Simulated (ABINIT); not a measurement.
**InF (Pm-3m): from the cell to the phonon bands**

How does InF (Pm-3m) vibrate, and is this structure a minimum?

Program: ABINIT 10.8.3. Level of theory: DFT PBEsol, scalar-relativistic, plane waves, PseudoDojo norm-conserving pseudopotentials. Results are calculated unless marked as measured.

The structure was built from a prototype and need not be the compound's stable phase.

**1. The starting structure**

The structure is cubic, space group Pm-3m (No. 221). The conventional cell has a = 3.158 Å, b = 3.158 Å, c = 3.158 Å, α = 90.00°, β = 90.00°, γ = 90.00°. Nearest to In lie 8 F at 2.74 Å. Nearest to F lie 8 In at 2.74 Å. Farther neighbours and most contacts between anions are not listed.

**2. A probe with smearing**

A first run with smearing and empty bands tells whether the crystal has a gap, which decides between fixed occupations and smearing later on.

Contents of probe.abi:

```
# ground state
tolvrs 1.0d-08
prtden 1
prtwf 1
prtpot 1

# basis, mesh and filling
ecut 36.0
ngkpt 6 6 6
nshiftk 1
shiftk 0.0 0.0 0.0
istwfk *1
occopt 7
tsmear 0.005
nband 17
nstep 100
diemac 9.0
prtebands 0
prtgsr 0
useylm 1

# cell and atoms
acell 3*1.0 Angstrom
rprim 
    3.15834 0.0 0.0
    0.0 3.15834 0.0
    0.0 0.0 3.15834
ntypat 2
znucl 49 9
natom 2
typat 1 2
xred 
    0.0 0.0 0.0
    0.5 0.5 0.5
pp_dirpath "./pseudo"
pseudos "In.upf, F.upf"
```

The run is started by

```bash
$ OMP_NUM_THREADS=1 mpirun -n 2 abinit probe.abi > probe.log
```

Numbers of over 12 decimals in the logs are rounded to 6 here.

probe.abo, the main output file:

```text
[banners, grids, parts of the stress and lines that vanish by symmetry left out]
- input  file    -> probe.abi
- output file    -> probe.abo
- root for input  files -> probei
[...]
Symmetries : space group Pm -3 m (#221); Bravais cP (primitive cubic)
[...]
mpw =        2272          nfft =       46656          nkpt =          20
[...]
== DATASET  1 ==================================================================
[...]
cutoff_energies: {ecut:  36.0, pawecutdg:  -1.0, }
[...]
ETOT  1  -90.687944082835    -9.069E+01 5.693E-01 3.079E+02
 ETOT  2  -90.693083925984    -5.140E-03 2.301E-02 5.738E+02
 ETOT  3  -90.866890197310    -1.738E-01 5.488E-03 2.319E+01
 ETOT  4  -90.872112296388    -5.222E-03 1.765E-03 5.076E-01
 ETOT  5  -90.872217606053    -1.053E-04 2.379E-03 1.097E-02
 ETOT  6  -90.872221017786    -3.412E-06 8.457E-04 1.947E-03
 ETOT  7  -90.872221402059    -3.843E-07 1.115E-03 3.285E-05
 ETOT  8  -90.872221407020    -4.961E-09 3.162E-04 1.033E-06
 ETOT  9  -90.872221407192    -1.719E-10 4.227E-04 3.494E-09
 At SCF step    9       vres2   =  3.49E-09 < tolvrs=  1.00E-08 =>converged.
[...]
sigma(1 1)= -2.17012499E-04  sigma(3 2)=  0.00000000E+00
  sigma(2 2)= -2.17012499E-04  sigma(3 1)=  0.00000000E+00
  sigma(3 3)= -2.17012499E-04  sigma(2 1)=  0.00000000E+00
[...]
convergence: {deltae: -1.719E-10, res2:  3.494E-09, residm:  4.227E-04, diffor: null, }
etotal    :  -9.08722214E+01
[...]
sigma(1 1)= -2.17012499E-04  sigma(3 2)=  0.00000000E+00
  sigma(2 2)= -2.17012499E-04  sigma(3 1)=  0.00000000E+00
  sigma(3 3)= -2.17012499E-04  sigma(2 1)=  0.00000000E+00
[...]
- sigma(1 1)= -6.38472815E+00  sigma(3 2)=  0.00000000E+00
- sigma(2 2)= -6.38472815E+00  sigma(3 1)=  0.00000000E+00
- sigma(3 3)= -6.38472815E+00  sigma(2 1)=  0.00000000E+00
[...]
fcart     -0.0000000000E+00 -0.0000000000E+00 -0.0000000000E+00
           strten     -2.1701249892E-04 -2.1701249892E-04 -2.1701249892E-04
================================================================================

[key lines of the parts left out:]
pressure_GPa:   6.3847E+00
```

Elapsed: 24 s, on 2 MPI ranks of Intel Xeon at 2.70GHz, shared host; 47 s of CPU time.

This step gave:

| Item | Value |
| --- | --- |
| volume per atom | 15.75 Å³ |
| pressure | 6.385 GPa |
| gap on the k-mesh | 0 eV |

No gap opens on this mesh, so smearing is kept; the printed pressure holds the stress of the finite basis too.

**3. Rough relaxation**

The typed start is rough, so a first relaxation with smearing and loose thresholds takes it towards rest cheaply.

Contents of prerelax.abi:

```
# relaxation
ionmov 2
optcell 2
dilatmx 1.15
chkdilatmx 0
ntime 40
tolmxf 3.0d-04
tolvrs 1.0d-10
prtwf 0
prtden 0
chksymtnons 0

# basis, mesh and filling
ecut 36.0
ecutsm 3.0
ngkpt 6 6 6
nshiftk 1
shiftk 0.0 0.0 0.0
istwfk *1
occopt 7
tsmear 0.005
nband 17
nstep 100
diemac 1000000.0
prtebands 0
prtgsr 0
useylm 1

# cell and atoms
acell 3*1.0 Angstrom
rprim 
    3.15834 0.0 0.0
    0.0 3.15834 0.0
    0.0 0.0 3.15834
ntypat 2
znucl 49 9
natom 2
typat 1 2
xred 
    0.0 0.0 0.0
    0.5 0.5 0.5
pp_dirpath "./pseudo"
pseudos "In.upf, F.upf"
```

The run is started by

```bash
$ OMP_NUM_THREADS=1 mpirun -n 2 abinit prerelax.abi > prerelax.log
```

prerelax.abo, the main output file:

```text
[banners, grids, parts of the stress and lines that vanish by symmetry left out]
- input  file    -> prerelax.abi
- output file    -> prerelax.abo
- root for input  files -> prerelaxi
[...]
Symmetries : space group Pm -3 m (#221); Bravais cP (primitive cubic)
[...]
mpw =        3362          nfft =       64000          nkpt =          20
[...]
== DATASET  1 ==================================================================
[...]
cutoff_energies: {ecut:  36.0, pawecutdg:  -1.0, }
[...]
ETOT  1  -90.681118848029    -9.068E+01 2.298E-01 4.269E+02
 ETOT  2  -90.716884500249    -3.577E-02 1.919E-02 6.529E+02
 ETOT  3  -90.867086362400    -1.502E-01 1.475E-02 2.957E+01
 ETOT  4  -90.871562646170    -4.476E-03 4.970E-03 1.106E+00
 ETOT  5  -90.871717286826    -1.546E-04 9.398E-04 2.644E-02
[...]
At SCF step   10       vres2   =  8.03E-13 < tolvrs=  1.00E-10 =>converged.
[...]
ETOT  9  -90.874403114955    -6.054E-12 1.465E-08 2.708E-11
 At SCF step    9       vres2   =  2.71E-11 < tolvrs=  1.00E-10 =>converged.
[...]
sigma(1 1)= -2.99022162E-06  sigma(3 2)=  0.00000000E+00
  sigma(2 2)= -2.99022162E-06  sigma(3 1)=  0.00000000E+00
  sigma(3 3)= -2.99022162E-06  sigma(2 1)=  0.00000000E+00
[...]
convergence: {deltae: -6.054E-12, res2:  2.708E-11, residm:  1.465E-08, diffor: null, }
etotal    :  -9.08744031E+01
[...]
At Broyd/MD step   4, gradients are converged :
[...]
sigma(1 1)= -2.99022162E-06  sigma(3 2)=  0.00000000E+00
  sigma(2 2)= -2.99022162E-06  sigma(3 1)=  0.00000000E+00
  sigma(3 3)= -2.99022162E-06  sigma(2 1)=  0.00000000E+00
[...]
- sigma(1 1)= -8.79753575E-02  sigma(3 2)=  0.00000000E+00
- sigma(2 2)= -8.79753575E-02  sigma(3 1)=  0.00000000E+00
- sigma(3 3)= -8.79753575E-02  sigma(2 1)=  0.00000000E+00
[...]
fcart     -0.0000000000E+00 -0.0000000000E+00 -0.0000000000E+00
           strten     -2.9902216236E-06 -2.9902216236E-06 -2.9902216236E-06
================================================================================

[key lines of the parts left out:]
pressure_GPa:   8.7975E-02
Total energy (etotal) [Ha]= -9.08744031149546E+01
```

Wall time 2 min (2 MPI ranks); 3.9 min of CPU time.

The steps of the relaxation:

```
step  energy less that of the first step (eV)  largest force (eV/Å)  volume (Å³)
   1                                   0.0000                0.0000        31.50
   2                                  -0.0273                0.0000        32.20
   3                                  -0.0715                0.0000        34.59
   4                                  -0.0729                0.0000        35.09
```

```
conventional cell, symmetrised  before  after   change
                         a (Å)   3.158  3.274   +3.7 %
                         b (Å)   3.158  3.274   +3.7 %
                         c (Å)   3.158  3.274   +3.7 %
              volume (Å³/atom)   15.75  17.55  +11.4 %
```

The relaxed structure:

```
In F
1.0
     3.27389    0.00000    0.00000
     0.00000    3.27389    0.00000
     0.00000    0.00000    3.27389
In F
1 1
Direct
  0.00000 0.00000 0.00000
  0.50000 0.50000 0.50000
```

Numbers from this step:

```yaml
volume_per_atom: 17.55 Å³
pressure: 0.08798 GPa
```

The volume changes by +11.4 % in this run and stands +11.4 % from the first cell.

**4. Relaxing the cell and atoms**

The harmonic expansion needs vanishing forces, and a free crystal bears no stress, so cell and atoms are brought to rest. Stress is more sensitive to the basis than forces are: the last 3 Ha under the cutoff are smoothed with ecutsm, and the cutoff is raised above that of the later runs.

Contents of relax.abi:

```
# relaxation
ionmov 2
optcell 2
dilatmx 1.08
ntime 40
tolmxf 1.0d-05
tolvrs 1.0d-14
prtwf 0
prtden 0
chksymtnons 0

# basis, mesh and filling
ecut 44.0
ecutsm 3.0
ngkpt 8 8 8
nshiftk 1
shiftk 0.0 0.0 0.0
istwfk *1
occopt 7
tsmear 0.01
nband 17
nstep 100
diemac 1000000.0
prtebands 0
prtgsr 0
useylm 1

# cell and atoms
acell 3*1.0 Angstrom
rprim 
    3.273894314 0.0 0.0
    0.0 3.273894314 0.0
    0.0 0.0 3.273894314
ntypat 2
znucl 49 9
natom 2
typat 1 2
xred 
    0.0 0.0 0.0
    0.5 0.5 0.5
pp_dirpath "./pseudo"
pseudos "In.upf, F.upf"
```

The run is started by

```bash
$ OMP_NUM_THREADS=1 mpirun -n 2 abinit relax.abi > relax.log
```

relax.abo, the main output file:

```text
[banners, grids, parts of the stress and lines that vanish by symmetry left out]
- input  file    -> relax.abi
- output file    -> relax.abo
- root for input  files -> relaxi
[...]
Symmetries : space group Pm -3 m (#221); Bravais cP (primitive cubic)
[...]
mpw =        4224          nfft =       64000          nkpt =          35
[...]
== DATASET  1 ==================================================================
[...]
cutoff_energies: {ecut:  44.0, pawecutdg:  -1.0, }
[...]
ETOT  1  -90.614569174211    -9.061E+01 4.950E-01 4.852E+02
 ETOT  2  -90.643034947329    -2.847E-02 3.346E-02 8.992E+02
 ETOT  3  -90.868555679390    -2.255E-01 2.068E-02 4.364E+01
 ETOT  4  -90.875244464722    -6.689E-03 6.288E-03 1.543E+00
 ETOT  5  -90.875467337127    -2.229E-04 1.096E-02 9.799E-02
[...]
At SCF step   13       vres2   =  5.91E-16 < tolvrs=  1.00E-14 =>converged.
[...]
sigma(1 1)=  3.68590748E-06  sigma(3 2)=  0.00000000E+00
  sigma(2 2)=  3.68590748E-06  sigma(3 1)=  0.00000000E+00
  sigma(3 3)=  3.68590748E-06  sigma(2 1)=  0.00000000E+00
[...]
convergence: {deltae:  3.070E-12, res2:  5.909E-16, residm:  2.278E-04, diffor: null, }
etotal    :  -9.08754828E+01
[...]
ETOT  1  -90.875480745115    -9.088E+01 2.647E-04 9.414E-03
[...]
At SCF step   10       vres2   =  2.53E-16 < tolvrs=  1.00E-14 =>converged.
[...]
sigma(1 1)=  3.12468044E-06  sigma(3 2)=  0.00000000E+00
  sigma(2 2)=  3.12468044E-06  sigma(3 1)=  0.00000000E+00
  sigma(3 3)=  3.12468044E-06  sigma(2 1)=  0.00000000E+00
[...]
convergence: {deltae: -2.913E-12, res2:  2.530E-16, residm:  1.735E-04, diffor: null, }
etotal    :  -9.08754831E+01
[...]
ETOT  1  -90.875412988594    -9.088E+01 1.332E-04 2.891E-01
[...]
ETOT  9  -90.875483736407    -2.615E-12 1.004E-04 5.344E-13
 ETOT 10  -90.875483736404     2.260E-12 3.514E-05 8.295E-15
 At SCF step   10       vres2   =  8.30E-15 < tolvrs=  1.00E-14 =>converged.
[...]
sigma(1 1)= -1.22598978E-08  sigma(3 2)=  0.00000000E+00
  sigma(2 2)= -1.22598978E-08  sigma(3 1)=  0.00000000E+00
  sigma(3 3)= -1.22598978E-08  sigma(2 1)=  0.00000000E+00
[...]
convergence: {deltae:  2.260E-12, res2:  8.295E-15, residm:  3.514E-05, diffor: null, }
etotal    :  -9.08754837E+01
[...]
At Broyd/MD step   3, gradients are converged :
[...]
sigma(1 1)= -1.22598978E-08  sigma(3 2)=  0.00000000E+00
  sigma(2 2)= -1.22598978E-08  sigma(3 1)=  0.00000000E+00
  sigma(3 3)= -1.22598978E-08  sigma(2 1)=  0.00000000E+00
[...]
- sigma(1 1)= -3.60698645E-04  sigma(3 2)=  0.00000000E+00
- sigma(2 2)= -3.60698645E-04  sigma(3 1)=  0.00000000E+00
- sigma(3 3)= -3.60698646E-04  sigma(2 1)=  0.00000000E+00
[...]
fcart     -0.0000000000E+00 -0.0000000000E+00 -0.0000000000E+00
           strten     -1.2259897757E-08 -1.2259897762E-08 -1.2259897784E-08
================================================================================

[key lines of the parts left out:]
pressure_GPa:   3.6070E-04
Total energy (etotal) [Ha]= -9.08754837364043E+01
```

It took 2.5 min on 2 MPI ranks.

Little changed from the start: no atom moved by 0.005 Å and no cell edge by 0.1 %.

This step gave:

```
volume per atom : 17.51 Å³
pressure        : 3.61e-4 GPa
```

The volume changes by -0.2 % in this run and stands +11.1 % from the first cell.

**5. Self-consistent run for the response**

The response is built on these wavefunctions, so the potential is converged far more tightly than an energy would need. Smearing stays on, as the first look found no gap above 0.3 eV.

Contents of gs.abi:

```
# ground state
tolvrs 1.0d-16
prtden 1
prtwf 1
prtpot 1

# basis, mesh and filling
ecut 36.0
ngkpt 8 8 8
nshiftk 1
shiftk 0.0 0.0 0.0
istwfk *1
occopt 7
tsmear 0.01
nband 17
nstep 100
diemac 1000000.0
prtebands 0
prtgsr 0
useylm 1

# cell and atoms
acell 3*1.0 Angstrom
rprim 
    3.271521113 0.0 0.0
    0.0 3.271521113 0.0
    0.0 0.0 3.271521113
ntypat 2
znucl 49 9
natom 2
typat 1 2
xred 
    0.0 0.0 0.0
    0.5 0.5 0.5
pp_dirpath "./pseudo"
pseudos "In.upf, F.upf"
```

The run is started by

```bash
$ OMP_NUM_THREADS=1 mpirun -n 2 abinit gs.abi > gs.log
```

gs.abo, the main output file:

```text
[banners, grids, parts of the stress and lines that vanish by symmetry left out]
- input  file    -> gs.abi
- output file    -> gs.abo
- root for input  files -> gsi
[...]
Symmetries : space group Pm -3 m (#221); Bravais cP (primitive cubic)
[...]
mpw =        2469          nfft =       46656          nkpt =          35
[...]
== DATASET  1 ==================================================================
[...]
cutoff_energies: {ecut:  36.0, pawecutdg:  -1.0, }
[...]
ETOT  1  -90.661941302716    -9.066E+01 4.992E-01 3.309E+02
 ETOT  2  -90.682577066424    -2.064E-02 1.908E-02 5.407E+02
 ETOT  3  -90.867443892022    -1.849E-01 2.626E-02 3.340E+01
 ETOT  4  -90.874827083539    -7.383E-03 3.017E-03 1.126E+00
 ETOT  5  -90.875056814842    -2.297E-04 4.457E-03 7.567E-02
[...]
ETOT 14  -90.875076325798     1.336E-12 6.798E-05 2.779E-16
 ETOT 15  -90.875076325800    -2.359E-12 7.171E-05 9.441E-18
 At SCF step   15       vres2   =  9.44E-18 < tolvrs=  1.00E-16 =>converged.
[...]
sigma(1 1)=  2.41229762E-05  sigma(3 2)=  0.00000000E+00
  sigma(2 2)=  2.41229762E-05  sigma(3 1)=  0.00000000E+00
  sigma(3 3)=  2.41229762E-05  sigma(2 1)=  0.00000000E+00
[...]
convergence: {deltae: -2.359E-12, res2:  9.441E-18, residm:  7.171E-05, diffor: null, }
etotal    :  -9.08750763E+01
[...]
sigma(1 1)=  2.41229762E-05  sigma(3 2)=  0.00000000E+00
  sigma(2 2)=  2.41229762E-05  sigma(3 1)=  0.00000000E+00
  sigma(3 3)=  2.41229762E-05  sigma(2 1)=  0.00000000E+00
[...]
- sigma(1 1)=  7.09722462E-01  sigma(3 2)=  0.00000000E+00
- sigma(2 2)=  7.09722462E-01  sigma(3 1)=  0.00000000E+00
- sigma(3 3)=  7.09722462E-01  sigma(2 1)=  0.00000000E+00
[...]
fcart     -0.0000000000E+00 -0.0000000000E+00 -0.0000000000E+00
           strten      2.4122976183E-05  2.4122976183E-05  2.4122976183E-05
================================================================================

[key lines of the parts left out:]
pressure_GPa:  -7.0972E-01
```

Wall time 40 s (2 MPI ranks); 80 s of CPU time.

Read from the output:

```
pressure : -0.7097 GPa
```

The cell stands at -0.71 GPa: the relaxation ran with a smoothed and higher cutoff, and the difference is a stress of the finite basis.

(Part 1 of 4 ends here.)

[Host names and launcher messages were left out of these logs when they were recorded.]

[Logs are printed without paths, hosts, clocks, repeated set-up lines and the standing remarks that a program may print on its own settings, such as how far it seeks lower states.]

[Hosts, paths, dates, database ids (printed as entryN), source tags and the programs' standing remarks are cut or masked in the printed files.]
